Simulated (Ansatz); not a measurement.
**A hypothetical structure for ZnSi3Pt**

This structure for ZnSi3Pt is made up. Its elements were placed in a known structure type with a cell scaled to their sizes. What cell does the guess relax to, and how far off was it?

Program: Ansatz 0.2.0. Level of theory: DFT, r2SCAN, plane-wave PAW, files of the set soft_1, scalar-relativistic, no spin, cell and ions relaxed at zero pressure; PAW set soft_1, in the first sound run; inputs show where later runs differ. Results are calculated unless marked as measured.

## 1. Starting point

The structure is tetragonal, space group I4mm (No. 107). The conventional cell has a = 3.853 Å, b = 3.853 Å, c = 8.921 Å, α = 90.00°, β = 90.00°, γ = 90.00°. Pt has 5 Si at 2.06 to 2.16 Å and 5 Zn at 3.01 to 3.08 Å nearest. Nearest to Zn lie 12 Si at 2.82 to 3.00 Å and 5 Pt at 3.01 to 3.08 Å. Nearest to Si lie 2 Pt at 2.06 Å and 6 Si at 2.49 to 2.72 Å and 4 Zn at 2.90 to 3.00 Å. Nearest to Si lie 1 Pt at 2.16 Å and 4 Si at 2.49 Å and 4 Zn at 2.82 Å. Farther neighbours are not listed.

## 2. Relaxing cell and atoms

The guess takes its coordinates from another compound and its volume from a rule, so the cell and any free coordinates are relaxed together.

Input file input.yaml:

```yaml
crystal:
  lattice:
    - [-1.9265, 1.9265, 4.4605]
    - [1.9265, -1.9265, 4.4605]
    - [1.9265, 1.9265, -4.4605]
  atoms:
    - { symbol: Pt, position: [0.6648, 0.6648, 0.0] }
    - { symbol: Zn, position: [0.0027, 0.0027, 0.0] }
    - { symbol: Si, position: [0.2454, 0.7454, 0.5] }
    - { symbol: Si, position: [0.7454, 0.2454, 0.5] }
    - { symbol: Si, position: [0.4224, 0.4224, 0.0] }
kpoints:
  mp_grid: { grid: [10, 10, 10] }
scf:
  occupations: { method: fermi_dirac, width: 0.05 }
hamiltonian:
  xc: r2scan
  pseudopotentials: { kind: paw, azcp: { folder: soft_1 } }
relax:
  f_tol: 0.015
  max_steps: 70
  cell: {}
output:
  forces: true
  stress: true
```

Run with:

```sh
$ ansatz run input.yaml --threads 4 --pin off --max-ram 8192MiB --backend cpu --events-out ev --progress --plain --runs-dir out
```

Numbers of over 12 decimals in the logs are rounded to 6 here.

The program printed:

```text
Engine: ansatz 0.2.0, aarch64-unknown-linux-gnu
Pseudopotentials: kind: paw
Pseudopotential: Pt, paw, valence charge 18, recommended cutoff 500 eV (meta_gga), soft_1/Pt.paw.azcp
Pseudopotential: Zn, paw, valence charge 12, recommended cutoff 500 eV (meta_gga), soft_1/Zn.paw.azcp
Pseudopotential: Si, paw, valence charge 4, recommended cutoff 500 eV (meta_gga), soft_1/Si.paw.azcp
Functional definition: r2SCAN
  parameter k0 = 0.174
  parameter k1 = 0.065
  parameter a1 = 4.9479
  exchange = r2scan_x(k0 = k0, k1 = k1, a1 = a1)
  correlation = r2scan_c
Crystal: 5 atoms, lattice volume = 66.219 Å³
Basis set: ecut = 500 eV, 1661 PW (Γ), exchange–correlation on 160×160×160 points (64 copies of the dense FFT grid, shifted against one another)
Bands: 26, of which v1, the nominal top of the filled ones, is band 21 counted from 1 (20 counted from 0)
Symmetry: 8 space group operations
Space group: I4mm (ITA 107), of the structure as read, at distance tolerance 4.0e-5 Å
k-points: 102 of 1000 (time reversal used)
Non-local potential: Pt, projectors of the file, l = 0: 3, l = 1: 2, l = 2: 2, l = 3: 1
Non-local potential: Zn, projectors of the file, l = 0: 2, l = 1: 2, l = 2: 3, l = 3: 1
Non-local potential: Si, projectors of the file, l = 0: 2, l = 1: 2, l = 2: 1
PAW form: soft (Blöchl's): semilocal exchange-correlation on the pseudo side does not see the compensation charge
PAW frozen core: Pt, regenerated for the run's functional (the file was generated under x = pbe(κ = 0.804, μ = 0.219515), c = pbe(β = 0.066725))
PAW frozen core: Zn, regenerated for the run's functional (the file was generated under x = pbe(κ = 0.804, μ = 0.219515), c = pbe(β = 0.066725))
PAW frozen core: Si, regenerated for the run's functional (the file was generated under x = pbe(κ = 0.804, μ = 0.219515), c = pbe(β = 0.066725))
PAW one-centre angular grid: Pt, 590 points (default); XC on 160 Gauss nodes
PAW one-centre angular grid: Zn, 590 points (default); XC on 160 Gauss nodes
PAW one-centre angular grid: Si, 302 points (default); XC on 160 Gauss nodes
Initial density: superposition of atomic densities (chi_scale 0.1, normalization cell, long waves kept (reshape's long-wave potential 0.01 eV rms))
Initial wavefunctions: pseudopotential atomic-orbital guess
Functional: x = r2scan, c = r2scan; τ floored in thin density (d = 2e-4 eV/Å³)
SCF iter   1: F=—  HF=-17777.244944 eV  |F-HF|=—  |Δ(HF+E_count)|=         —  Δρ=1.06e-1  dr2=1.00e1  dr2_τ=3.28e-1  ethr=3.10e-3  ⟨swp⟩=7.2  Hψ=14171  notcnv=0
preconditioner: auto → Kerker (q_TF=auto, 2.529 Å⁻¹)  [metal: Δε(μ)=0.008 eV  Ē_g=10.139 eV  σ=0.050 eV  W_gap=0.04  n_scr=14 (ndim 8)  ℏωp=26.6 eV  f_vac=0.000  D(μ)=2.38/eV (n_scr^D=14)]
SCF iter   2: F=—  HF=-17775.503809 eV  |F-HF|=—  |Δ(HF+E_count)|=    1.74e0  Δρ=3.27e-2  dr2=7.67e-1  dr2_τ=3.01e-1  ethr=3.10e-3  ⟨swp⟩=3.0  Hψ=6422  notcnv=0  defer=15
SCF iter   3: F=—  HF=-17775.561446 eV  |F-HF|=—  |Δ(HF+E_count)|=   5.76e-2  Δρ=1.67e-2  dr2=1.50e-1  dr2_τ=2.56e-3  ethr=1.83e-3  ⟨swp⟩=3.0  Hψ=5247  notcnv=0  defer=17
SCF iter   4: F=—  HF=-17775.588783 eV  |F-HF|=—  |Δ(HF+E_count)|=   2.73e-2  Δρ=1.03e-2  dr2=5.16e-2  dr2_τ=1.14e-3  ethr=3.58e-4  ⟨swp⟩=2.2  Hψ=4581  notcnv=0  defer=17
SCF iter   5: F=—  HF=-17775.570997 eV  |F-HF|=—  |Δ(HF+E_count)|=   1.78e-2  Δρ=2.01e-3  dr2=3.66e-3  dr2_τ=3.28e-5  ethr=1.23e-4  ⟨swp⟩=2.0  Hψ=5246  notcnv=0  defer=18
SCF iter   6: F=—  HF=-17775.571742 eV  |F-HF|=—  |Δ(HF+E_count)|=   7.45e-4  Δρ=7.25e-4  dr2=2.39e-4  dr2_τ=1.15e-5  ethr=8.72e-6  ⟨swp⟩=2.0  Hψ=4448  notcnv=0  defer=18
SCF iter   7: F=—  HF=-17775.571855 eV  |F-HF|=—  |Δ(HF+E_count)|=   1.13e-4  Δρ=2.62e-4  dr2=3.89e-5  dr2_τ=4.43e-7  ethr=5.70e-7  ⟨swp⟩=2.0  Hψ=4156  notcnv=0  defer=18
SCF iter   8: F=—  HF=-17775.571885 eV  |F-HF|=—  |Δ(HF+E_count)|=   2.97e-5  Δρ=6.99e-5  dr2=1.91e-6  dr2_τ=4.76e-8  ethr=9.27e-8  ⟨swp⟩=2.0  Hψ=4375  notcnv=0  defer=18
SCF iter   9: F=—  HF=-17775.571887 eV  |F-HF|=—  |Δ(HF+E_count)|=   1.72e-6  Δρ=2.19e-5  dr2=3.69e-7  dr2_τ=1.28e-8  ethr=4.55e-9  ⟨swp⟩=2.0  Hψ=4295  notcnv=0  defer=18
SCF iter  10: F=-17775.571887 eV  HF=-17775.571887 eV  |F-HF|=5.04e-9  |Δ(HF+E_count)|=   2.42e-7  Δρ=5.52e-6  dr2=2.67e-8  dr2_τ=3.88e-10  ethr=2.38e-10  ⟨swp⟩=5.0  Hψ=10437  notcnv=0
SCF 1 converged in 10 iterations: F = -17775.571887 eV  dr2 = 2.67e-8
  greatest PAW one-centre occupation: 1.000 electrons in one spin orbital (limit 2), on the Pt atom at site 0 (counted from 0), in its partial waves of l = 0
relax step   1: F+E_penalty+E_count = -17775.57188683 eV  Δ(F+E_penalty+E_count) = +0.000e0 eV  max|allowed force component| = 8.277e0 eV/Å  Δτ_max = 0.0000 Å  P = +67.613 GPa  Ω = 66.219 Å³  (10 SCF iters, dr2 threshold 1.00e-7 eV, accepted)
Crystal: 5 atoms, lattice volume = 76.026 Å³
Basis set: ecut = 500 eV, 1929 PW (Γ), exchange–correlation on 160×160×160 points (64 copies of the dense FFT grid, shifted against one another)
Initial density: handed on by an earlier stage of this run
Initial wavefunctions: those handed on with the density
iter 1 solved again at ethr=3.33e-4 eV; its pass at ethr=3.10e-3 eV (dr2=1.40e-1 eV) is discarded
SCF iter   1: F=—  HF=-17778.126323 eV  |F-HF|=—  |Δ(HF+E_count)|=         —  Δρ=1.72e-2  dr2=1.42e-1  dr2_τ=4.55e0  ethr=3.33e-4  ⟨swp⟩=1.4  Hψ=18056  notcnv=0
preconditioner: auto → Kerker (q_TF=auto, 2.471 Å⁻¹)  [metal: Δε(μ)=0.007 eV  Ē_g=9.274 eV  σ=0.050 eV  W_gap=0.04  n_scr=14 (ndim 8)  ℏωp=24.8 eV  f_vac=0.000  D(μ)=2.02/eV (n_scr^D=10)]
SCF iter   2: F=—  HF=-17779.883558 eV  |F-HF|=—  |Δ(HF+E_count)|=    1.76e0  Δρ=1.30e-2  dr2=7.39e-2  dr2_τ=8.34e-3  ethr=3.33e-4  ⟨swp⟩=3.0  Hψ=5672  notcnv=0
SCF iter   3: F=—  HF=-17779.884188 eV  |F-HF|=—  |Δ(HF+E_count)|=   6.30e-4  Δρ=5.95e-3  dr2=1.67e-2  dr2_τ=1.59e-3  ethr=1.76e-4  ⟨swp⟩=2.0  Hψ=3279  notcnv=0  defer=4
SCF iter   4: F=—  HF=-17779.887331 eV  |F-HF|=—  |Δ(HF+E_count)|=   3.14e-3  Δρ=1.41e-3  dr2=8.51e-4  dr2_τ=2.75e-5  ethr=3.97e-5  ⟨swp⟩=2.0  Hψ=5142  notcnv=0  defer=4
SCF iter   5: F=—  HF=-17779.887079 eV  |F-HF|=—  |Δ(HF+E_count)|=   2.52e-4  Δρ=7.18e-4  dr2=3.11e-4  dr2_τ=7.49e-6  ethr=2.03e-6  ⟨swp⟩=2.7  Hψ=5214  notcnv=0  defer=4
SCF iter   6: F=—  HF=-17779.887105 eV  |F-HF|=—  |Δ(HF+E_count)|=   2.54e-5  Δρ=2.53e-4  dr2=4.10e-5  dr2_τ=1.45e-6  ethr=7.41e-7  ⟨swp⟩=2.4  Hψ=4649  notcnv=0  defer=4
SCF iter   7: F=—  HF=-17779.887117 eV  |F-HF|=—  |Δ(HF+E_count)|=   1.23e-5  Δρ=5.22e-5  dr2=2.29e-6  dr2_τ=8.28e-8  ethr=9.75e-8  ⟨swp⟩=2.0  Hψ=4258  notcnv=0  defer=4
[...]
SCF iter   7: F=—  HF=-17780.692418 eV  |F-HF|=—  |Δ(HF+E_count)|=   1.71e-6  Δρ=2.60e-5  dr2=7.84e-7  dr2_τ=6.94e-8  ethr=1.38e-8  ⟨swp⟩=2.0  Hψ=4533  notcnv=0
SCF iter   8: F=-17780.692418 eV  HF=-17780.692418 eV  |F-HF|=1.63e-8  |Δ(HF+E_count)|=   3.82e-7  Δρ=6.84e-6  dr2=4.91e-8  dr2_τ=1.30e-9  ethr=1.19e-9  ⟨swp⟩=5.0  Hψ=10966  notcnv=0
SCF 3 converged in 8 iterations: F = -17780.692418 eV  dr2 = 4.91e-8
relax step   3: F+E_penalty+E_count = -17780.69241847 eV  Δ(F+E_penalty+E_count) = -8.053e-1 eV  max|allowed force component| = 8.557e-1 eV/Å  Δτ_max = 0.1005 Å  P = +6.061 GPa  Ω = 79.489 Å³  energy of the carried Pulay correction = -5.510e-3 eV  (8 SCF iters, dr2 threshold 5.00e-7 eV, accepted)
[... from here on, the SCF cycles and remarks between the steps are left out ...]
relax step   4: F+E_penalty+E_count = -17781.00731001 eV  Δ(F+E_penalty+E_count) = -3.149e-1 eV  max|allowed force component| = 4.395e-1 eV/Å  Δτ_max = 0.0742 Å  P = +0.224 GPa  Ω = 81.159 Å³  energy of the carried Pulay correction = -6.134e-3 eV  (8 SCF iters, dr2 threshold 5.00e-7 eV, accepted)
relax step   5: F+E_penalty+E_count = -17781.18227646 eV  Δ(F+E_penalty+E_count) = -1.750e-1 eV  max|allowed force component| = 4.579e-1 eV/Å  Δτ_max = 0.1017 Å  P = -2.472 GPa  Ω = 81.512 Å³  energy of the carried Pulay correction = -6.264e-3 eV  (8 SCF iters, dr2 threshold 5.00e-7 eV, accepted)
relax step   6: F+E_penalty+E_count = -17781.22455746 eV  Δ(F+E_penalty+E_count) = -4.228e-2 eV  max|allowed force component| = 2.045e-1 eV/Å  Δτ_max = 0.0811 Å  P = -1.895 GPa  Ω = 80.839 Å³  energy of the carried Pulay correction = -6.016e-3 eV  (8 SCF iters, dr2 threshold 5.00e-7 eV, accepted)
relax step   7: F+E_penalty+E_count = -17781.23267172 eV  Δ(F+E_penalty+E_count) = -8.114e-3 eV  max|allowed force component| = 1.590e-2 eV/Å  Δτ_max = 0.0125 Å  P = -0.801 GPa  Ω = 80.381 Å³  energy of the carried Pulay correction = -5.845e-3 eV  (6 SCF iters, dr2 threshold 5.00e-7 eV, accepted)
relax step   8: F+E_penalty+E_count = -17781.23321981 eV  Δ(F+E_penalty+E_count) = -5.481e-4 eV  max|allowed force component| = 2.505e-2 eV/Å  Δτ_max = 0.0030 Å  P = +0.476 GPa  Ω = 79.656 Å³  energy of the carried Pulay correction = -5.573e-3 eV  (6 SCF iters, dr2 threshold 5.00e-7 eV, accepted)
relax step   9: F+E_penalty+E_count = -17781.23426536 eV  Δ(F+E_penalty+E_count) = -1.046e-3 eV  max|allowed force component| = 7.742e-3 eV/Å  Δτ_max = 0.0040 Å  P = -0.032 GPa  Ω = 79.880 Å³  energy of the carried Pulay correction = -5.658e-3 eV  (5 SCF iters, dr2 threshold 5.00e-7 eV, accepted)
relax step  10: F+E_penalty+E_count = -17781.24203744 eV  Δ(F+E_penalty+E_count) = -7.772e-3 eV  max|allowed force component| = 8.210e-3 eV/Å  Δτ_max = 0.0000 Å  P = +0.003 GPa  Ω = 79.880 Å³  stress off target by 7.60e-2 GPa  SCF on the basis re-selected at this cell (its energy is not comparable with the rows above)  (9 SCF iters)
relax step  11: F+E_penalty+E_count = -17781.24208061 eV  Δ(F+E_penalty+E_count) = -4.317e-5 eV  max|allowed force component| = 3.881e-3 eV/Å  Δτ_max = 0.0035 Å  P = -0.002 GPa  Ω = 79.860 Å³  energy of the carried Pulay correction = +5.676e-6 eV  (7 SCF iters, dr2 threshold 1.44e-8 eV, accepted)
iter 1 solved again at ethr=5.20e-7 eV; its pass at ethr=3.10e-3 eV (dr2=2.19e-4 eV) is discarded
SCF iter   1: F=—  HF=-17781.242036 eV  |F-HF|=—  |Δ(HF+E_count)|=         —  Δρ=2.19e-6  dr2=6.08e-9  dr2_τ=7.53e-10  ethr=5.20e-7  ⟨swp⟩=3.0  Hψ=20089  notcnv=0
eigensolver tolerance schedule: the retry pair's looser diagonalisation over-reported the residual by 35966.33 of it (diagonalisation noise at an unbounded share of the residual, at the tolerance the schedule requests for it); recorded, not acted on — ethr = c·dr2/N_el stays at c = 1.0e-1
preconditioner: auto → Kerker (q_TF=auto, 2.451 Å⁻¹)  [metal: Δε(μ)=0.038 eV  Ē_g=8.930 eV  σ=0.050 eV  W_gap=0.19  n_scr=24 (ndim 8)  ℏωp=24.2 eV  f_vac=0.000  D(μ)=1.53/eV (n_scr^D=10)]
SCF iter   2: F=—  HF=-17781.242077 eV  |F-HF|=—  |Δ(HF+E_count)|=   4.04e-5  Δρ=1.51e-6  dr2=3.48e-9  dr2_τ=3.17e-10  ethr=1.45e-11  ⟨swp⟩=3.8  Hψ=7078  notcnv=0
SCF iter   3: F=—  HF=-17781.242077 eV  |F-HF|=—  |Δ(HF+E_count)|=  2.55e-10  Δρ=8.89e-7  dr2=1.29e-9  dr2_τ=3.53e-11  ethr=8.29e-12  ⟨swp⟩=1.1  Hψ=2758  notcnv=0
SCF iter   4: F=—  HF=-17781.242077 eV  |F-HF|=—  |Δ(HF+E_count)|=  3.67e-10  Δρ=4.45e-7  dr2=2.13e-10  dr2_τ=1.38e-11  ethr=3.06e-12  ⟨swp⟩=2.0  Hψ=4105  notcnv=0
SCF iter   5: F=—  HF=-17781.242077 eV  |F-HF|=—  |Δ(HF+E_count)|=  3.64e-12  Δρ=3.95e-7  dr2=9.45e-11  dr2_τ=2.89e-12  ethr=1.00e-12  ⟨swp⟩=2.0  Hψ=4187  notcnv=0
SCF iter   6: F=-17781.242077 eV  HF=-17781.242077 eV  |F-HF|=2.18e-11  |Δ(HF+E_count)|=  1.82e-11  Δρ=1.83e-7  dr2=3.18e-11  dr2_τ=1.53e-12  ethr=1.00e-12  ⟨swp⟩=4.0  Hψ=8576  notcnv=0
SCF 12 converged in 6 iterations: F = -17781.242077 eV  dr2 = 3.18e-11
relax step  12: F+E_penalty+E_count = -17781.24207679 eV  Δ(F+E_penalty+E_count) = +3.823e-6 eV  max|allowed force component| = 3.879e-3 eV/Å  Δτ_max = 0.0000 Å  P = -0.002 GPa  Ω = 79.860 Å³  stress off target by 1.96e-2 GPa  SCF on the basis re-selected at this cell (its energy is not comparable with the rows above)  (6 SCF iters)
basis re-selected at this cell: Δ(F+E_penalty+E_count) = +3.823e-6 eV, ΔP = -0.000 GPa vs the last step (what re-selecting the basis moved, of the pressure what is left beyond the Pulay correction that the steps carried, after the strain that the cell walked since its last selection, with what the two solves' SCF thresholds leave and, on support functions, any second-order correction that the steps lacked; it is no m [...]
SCF converged after 6 iterations
Free energy (F): -17781.242077 eV
Harris-Foulkes:  -17781.242077 eV  (|F-HF|=2.18e-11)
Internal energy: -17781.229227 eV  (E = F + TS)
E sigma→0 (E₀):  -17781.235652 eV
Entropy (-TS):   -0.012850 eV (-2.570 meV/atom)
Fermi energy:    12.261381 eV
--- Per-component energies (eV) ---
  E_band       = -234.399605
  E_kinetic    = 868.492999
  E_local      = -4864.910845  (includes V_loc(G=0)·N_el)
  E_nonlocal   = 1094.681346
  E_hartree    = 1958.684283
  E_xc         = -450.176683
  E_vxc        = -508.065935  (∫ρ·V_xc dr)
  E_paw        = -12980.059816  (= ΣΔE_a)
  E_vpaw       = -771.362044  (= ΣTr[D̂ρ^β])
  E_aug_tail   = 0.000878  (compensation charges beyond the density's cutoff)
  E_vtau       = 29.395404  (kinetic-family band-sum trace: ∫τ·v_τ [+ j·A + Jᵃ·Aᵃ] dr)
  E_ewald      = -3407.297857
  E_core_change = -0.643533  (= ΣΔE_core)
  E_smearing   = -0.012850  (= −TS)
  E_closure    = 0.000000  (closes the sum)
  Σ components = -17781.242077   (vs F -17781.242077, Δ=0.00e0)
--- Forces (eV/Å), atoms counted from 1 ---
  atom   1  Pt    -0.00000000    -0.00000000     0.00089864
  atom   2  Zn     0.00000000     0.00000000    -0.00130456
  atom   3  Si    -0.00000000    -0.00000000     0.00214225
  atom   4  Si     0.00000000     0.00000000     0.00214225
  atom   5  Si    -0.00000000    -0.00000000    -0.00387943
  max |Σ_I F_I| component: 8.47e-7 eV/Å
--- Stress (GPa, compression-positive) ---
       -0.012854       0.000000      -0.000000
        0.000000      -0.012854      -0.000000
       -0.000000      -0.000000       0.019584
  P = ⅓ Tr σ = -0.0020 GPa (-0.020 kbar)
--- Relaxed structure (10 steps of the walk, 10 accepted, 2 SCFs on fresh bases) ---
  F+E_penalty+E_count = -17781.24207679 eV   max|allowed force component| = 3.879e-3 eV/Å   (the final SCF, on the basis selected at the relaxed cell)
  cell:  # Å, volume = 79.8602 Å³
    - [-1.927292, 1.927292, 5.374962]
    - [1.927292, -1.927292, 5.374962]
    - [1.927292, 1.927292, -5.374962]
  atoms:
    - { symbol: Pt, position: [0.621337, 0.621337, 0] }
    - { symbol: Zn, position: [0.035846, 0.035846, 0] }
    - { symbol: Si, position: [0.261051, 0.761051, 0.5] }
    - { symbol: Si, position: [0.761051, 0.261051, 0.5] }
    - { symbol: Si, position: [0.401415, 0.401415, 0] }
```

Run time: 2.1 min. Hardware: 4 threads of Arm Neoverse V2, shared host; peak memory 0.89 GiB; 8.3 min of CPU time.

Step by step:

```
step  energy less that of the first step (eV)  largest force component (eV/Å)  pressure (GPa)  volume (Å³)
   1                                   0.0000                          8.2771           67.61        66.22
   2                                  -4.3152                          2.0796           18.26        76.03
   3                                  -5.1205                          0.8557            6.06        79.49
   4                                  -5.4354                          0.4395            0.22        81.16
   5                                  -5.6104                          0.4579           -2.47        81.51
   6                                  -5.6527                          0.2045           -1.90        80.84
   7                                  -5.6608                          0.0159           -0.80        80.38
   8                                  -5.6613                          0.0250            0.48        79.66
   9                                  -5.6624                          0.0077           -0.03        79.88
 10*                                  -5.6702                          0.0082            0.00        79.88
  11                                  -5.6702                          0.0039            0.00        79.86
 12*                                  -5.6702                          0.0039            0.00        79.86
```

Relaxation steps marked * repeat the geometry before them on a plane-wave basis chosen anew for their cell, so energy and pressure can jump there.

The run keeps the 8 symmetry operations that it works with, so distortions that break them were not tested.

```
     cell as run  before   after   change
           a (Å)   5.227   6.027  +15.3 %
           b (Å)   5.227   6.027  +15.3 %
           c (Å)   5.227   6.027  +15.3 %
           α (°)  136.74  142.70   +4.4 %
           β (°)  136.74  142.70   +4.4 %
           γ (°)   62.83   53.78  -14.4 %
volume (Å³/atom)   13.24   15.97  +20.6 %
```

The atoms that moved most (Å, as changes of fractional coordinates times the final cell):

```
atom     dx     dy      dz  length
 Pt1  0.000  0.000  -0.467   0.467
 Zn2  0.000  0.000   0.356   0.356
 Si5  0.000  0.000  -0.226   0.226
 Si3  0.000  0.000   0.168   0.168
 Si4  0.000  0.000   0.168   0.168
```

This step gave:

* free energy: -17781.2421 eV
* energy at zero smearing: -17781.2357 eV
* smearing term TS: 0.01285 eV
* Fermi energy: 12.26 eV
* electrons: 42
* symmetry operations: 8
* pressure: -0.002041 GPa

The shortest distance of each pair, which need not be the same contact before and after:

```
 pair  guess (Å)  relaxed (Å)
Pt–Si      2.056        2.364
Si–Si      2.491        2.448
Pt–Zn      3.014        2.876
Si–Zn      2.817        3.085
Pt–Pt      3.853        3.855
```

The relaxation ends with a largest force component of 0.0039 eV/Å and a pressure of 0.00 GPa.

(Part 1 of 2 ends here.)

[Logs are printed without paths, hosts, clocks, repeated set-up lines and the standing remarks that a program may print on its own settings, such as how far it seeks lower states.]

[Hosts, paths, dates, database ids (printed as entryN), source tags and the programs' standing remarks are cut or masked in the printed files.]
